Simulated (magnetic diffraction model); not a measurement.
## DyCd2I7: the ordered moment from one line

Space group C2/c (no. 15), a = 18.2950 Å, b = 9.0220 Å, c = 11.6720 Å, β = 123.61°.

```
site  atom       x       y       z
  4e    Dy       0  0.9881     3/4
  8f     I  0.5906  0.3383  0.0809
  8f     I  0.6959  0.6206  0.3507
  8f     I  0.8710  0.2378  0.5410
  4e     I       0  0.6182     3/4
  8f    Cd  0.7008  0.9961  0.3097
```

The compound is invented for this exercise: a known structure type with other elements, its cell scaled to their sizes and not relaxed.

Only Dy is taken to order (form factors of Dy3+); orders and moment sizes are assumed, and not adapted to the symmetry. Radiation: neutrons of λ = 2.41 Å (absorption by Cd and Dy left out), 3° to 40°; isotropic B of 0.49 Å² (Dy), 0.45 Å² (I) and 0.5 Å² (Cd). Simulated constant-wavelength pattern: nuclear and magnetic terms add, the magnetic one as |2.695 fm × Σ f S⊥ exp(2πi Q·r) exp(−B s²)|², summed over all Q at one angle with the factor 1/(sin²θ cos θ). For collinear order S is the moment m, which repeats by lattice and centring translations R with the sign exp(−2πi k·R). Free-ion form factors, Sears's scattering lengths of 1992, no absorption; a label names one of the reflections at its angle. The strongest nuclear line in the range is 100, and lines under 0.2 are left out.

In a first state the assumed order is k = (0 0 0), collinear moments along [111], 7.1 μB on Dy; signs + at (0, 0.9881, 3/4), + at (0, 0.0119, 1/4), with this pattern:

```csv
2θ (°),index,nuclear,magnetic
17.86,(1 1 0),100.0,68.4
18.20,(2 0 0),15.0,14.2
19.48,(1 1 -1),1.4,0.4
23.96,(2 0 -2),33.0,30.4
27.61,(3 1 -1),0.2,0.1
28.71,(0 0 2),19.7,14.6
29.27,(1 1 -2),5.8,34.1
30.79,(3 1 -2),19.5,31.1
30.99,(0 2 0),8.2,12.9
31.60,(3 1 0),17.2,12.9
31.73,(4 0 -2),10.8,12.7
34.25,(0 2 1),0.0,0.5
34.92,(2 2 -1),0.1,0.5
36.17,(2 2 0),4.4,15.4
36.88,(4 0 0),4.1,3.2
38.24,(1 1 2),7.7,12.9
```
(The table stops after 16 lines; 1 more lie at higher angle.)

**Question.** Nearer the ordering temperature the line at 17.86° has total intensity 106.2 on the same scale, and all moments have shrunk alike. How large is the Dy moment?

The nuclear part, 100.0, stays, so the magnetic part is 6.2 against 68.4. It goes as m², so m = 7.1 × √(6.2/68.4) = 2.14 μB; the value used was 2.13 μB.

[Logs are printed without paths, hosts, clocks, repeated set-up lines and the standing remarks that a program may print on its own settings, such as how far it seeks lower states.]
